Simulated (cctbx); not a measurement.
# Finding the light atoms

Cell a = 9.9450 Å, b = 6.2270 Å, c = 11.3870 Å, α = 90.00°, β = 115.31°, γ = 90.00°; space group C2/c (no. 15); content Cr8 S20 Li8. The heavier atoms are placed; Li is still missing.

Simulated single-crystal data (cctbx): Mo Kα, λ = 0.71073 Å, to d = 0.65 Å, 70 % of the full sphere, strongest reflection 5000 counts, noise from counting, a 4 % proportional error and a noise floor of 8 counts (s.d.); no absorption.

Refinement without Li (map in e/Å³):

```text
Rint 0.049, 1191 unique reflections to 0.65 A
cycle     R1     wR2    GooF  max shift (A)
   1  0.2263  0.4453   7.297   0.05854
   2  0.0606  0.1346   2.206   0.00000
final R1 0.0606 wR2 0.1346 GooF 2.206  parameters 14  data/parameter 85.1
atom        x        y        z      Ueq    occ   su(xyz)  su(Uiso or U11)
Cr1    0.41131  0.35728  0.55269   0.0039  1.000  0.00012  0.0002
S1     0.80250  0.49917  0.96791   0.0045  1.000  0.00018  0.0002
S2     0.41830  0.60616  0.85905   0.0045  1.000  0.00019  0.0002
S3     0.50000  0.15519  0.75000   0.0053  1.000  0.00027  0.0003
difference map: max 10.80 min -0.98 rms 0.44
Q1    0.1860  0.3799  0.8209    8   10.92  2.39 A from S3
Q2    0.0762  0.1065  0.4390    8    1.31  0.26 A from Cr1
Q3    0.2222  0.4731  0.5648    8    1.04  0.38 A from S1
Q4    0.1080  0.1196  0.6302    8    1.03  0.34 A from S2
Q5    0.2102  0.3879  0.5083    8    0.95  0.77 A from S1
Q6    0.2410  0.4039  0.9134    8    0.91  1.70 A from S1
Q7    0.0000  0.3711  0.2500    4    0.84  0.16 A from S3
Q8    0.0628  0.3834  0.8915    8    0.78  1.75 A from S1
```

Simulated single-crystal data (cctbx): neutrons of λ = 0.95 Å, to d = 0.8 Å, 70 % of the full sphere, strongest reflection 5000 counts, noise from counting, a 4 % proportional error and a noise floor of 8 counts (s.d.); no absorption.

Refinement without Li (map in fm/Å³; only maxima are listed):

```text
Rint 0.038, 646 unique reflections to 0.80 A
cycle     R1     wR2    GooF  max shift (A)
   1  0.3598  0.6440  13.377   0.04631
   2  0.3117  0.5809  12.066   0.00048
final R1 0.3117 wR2 0.5809 GooF 12.066  parameters 14  data/parameter 46.1
atom        x        y        z      Ueq    occ   su(xyz)  su(Uiso or U11)
Cr1    0.40990  0.35537  0.55288   0.0032  1.000  0.00104  0.0020
S1     0.80088  0.50049  0.96703   0.0022  1.000  0.00129  0.0022
S2     0.41701  0.60567  0.85855   0.0036  1.000  0.00141  0.0021
S3     0.50000  0.15596  0.75000   0.0026  1.000  0.00184  0.0026
difference map: max 6.10 min -13.60 rms 0.70
Q1    0.0800  0.1315  0.4499    8    6.15  0.14 A from Cr1
Q2    0.0777  0.1071  0.6402    8    4.48  0.05 A from S2
Q3    0.1922  0.5136  0.0298    8    3.24  0.11 A from S1
Q4    0.0000  0.3529  0.2500    4    2.68  0.06 A from S3
Q5    0.2321  0.1224  0.1680    8    1.84  1.98 A from S2
Q6    0.1361  0.3901  0.7474    8    1.82  2.08 A from S2
Q7    0.2000  0.4747  0.8654    8    1.58  1.92 A from S1
Q8    0.1228  0.2996  0.8256    8    1.58  2.30 A from S2
```

**Question.** Where is Li, and which data fix it better?

Li sits at (0.3138, 0.8778, 0.6799). Adding it takes R1 from 0.061 to 0.026 with X-rays and from 0.312 to 0.020 with neutrons. Its largest coordinate s.u. is 0.00066 with X-rays and 0.00014 with neutrons, so neutrons fix it better in these data. In the X-ray map Q1 marks it. No listed neutron peak is on it. Natural Li has a negative scattering length, so it shows as a hole in the neutron map (minimum -13.6), not among the maxima.

Final neutron refinement:

```text
Rint 0.038, 646 unique reflections to 0.80 A
cycle     R1     wR2    GooF  max shift (A)
   1  0.1592  0.3324   6.927   0.04810
   2  0.0198  0.0455   0.949   0.00000
final R1 0.0198 wR2 0.0455 GooF 0.949  parameters 18  data/parameter 35.9
atom        x        y        z      Ueq    occ   su(xyz)  su(Uiso or U11)
Cr1    0.41130  0.35735  0.55275   0.0044  1.000  0.00007  0.0001
S1     0.80262  0.49934  0.96804   0.0050  1.000  0.00008  0.0001
S2     0.41815  0.60583  0.85919   0.0051  1.000  0.00009  0.0001
S3     0.50000  0.15517  0.75000   0.0056  1.000  0.00012  0.0002
Li1    0.31390  0.87769  0.67983   0.0070  1.000  0.00014  0.0002
difference map: max 0.18 min -0.19 rms 0.05
Q1    0.0239  0.1520  0.6723    8    0.19  0.85 A from S2
Q2    0.2237  0.1261  0.6780    8    0.18  1.29 A from S2
Q3    0.0114  0.2364  0.5192    8    0.17  1.46 A from Cr1
Q4    0.0740  0.0968  0.9360    8    0.16  1.42 A from S2
Q5    0.1339  0.3258  0.8350    8    0.16  0.69 A from Li1
Q6    0.0372  0.0757  0.0195    8    0.15  1.51 A from Cr1
```

This is a model crystal, built by substitution and not relaxed, with assumed displacement parameters.

[Middle refinement cycles are left out of these outputs.]

[Logs are printed without paths, hosts, clocks, repeated set-up lines and the standing remarks that a program may print on its own settings, such as how far it seeks lower states.]
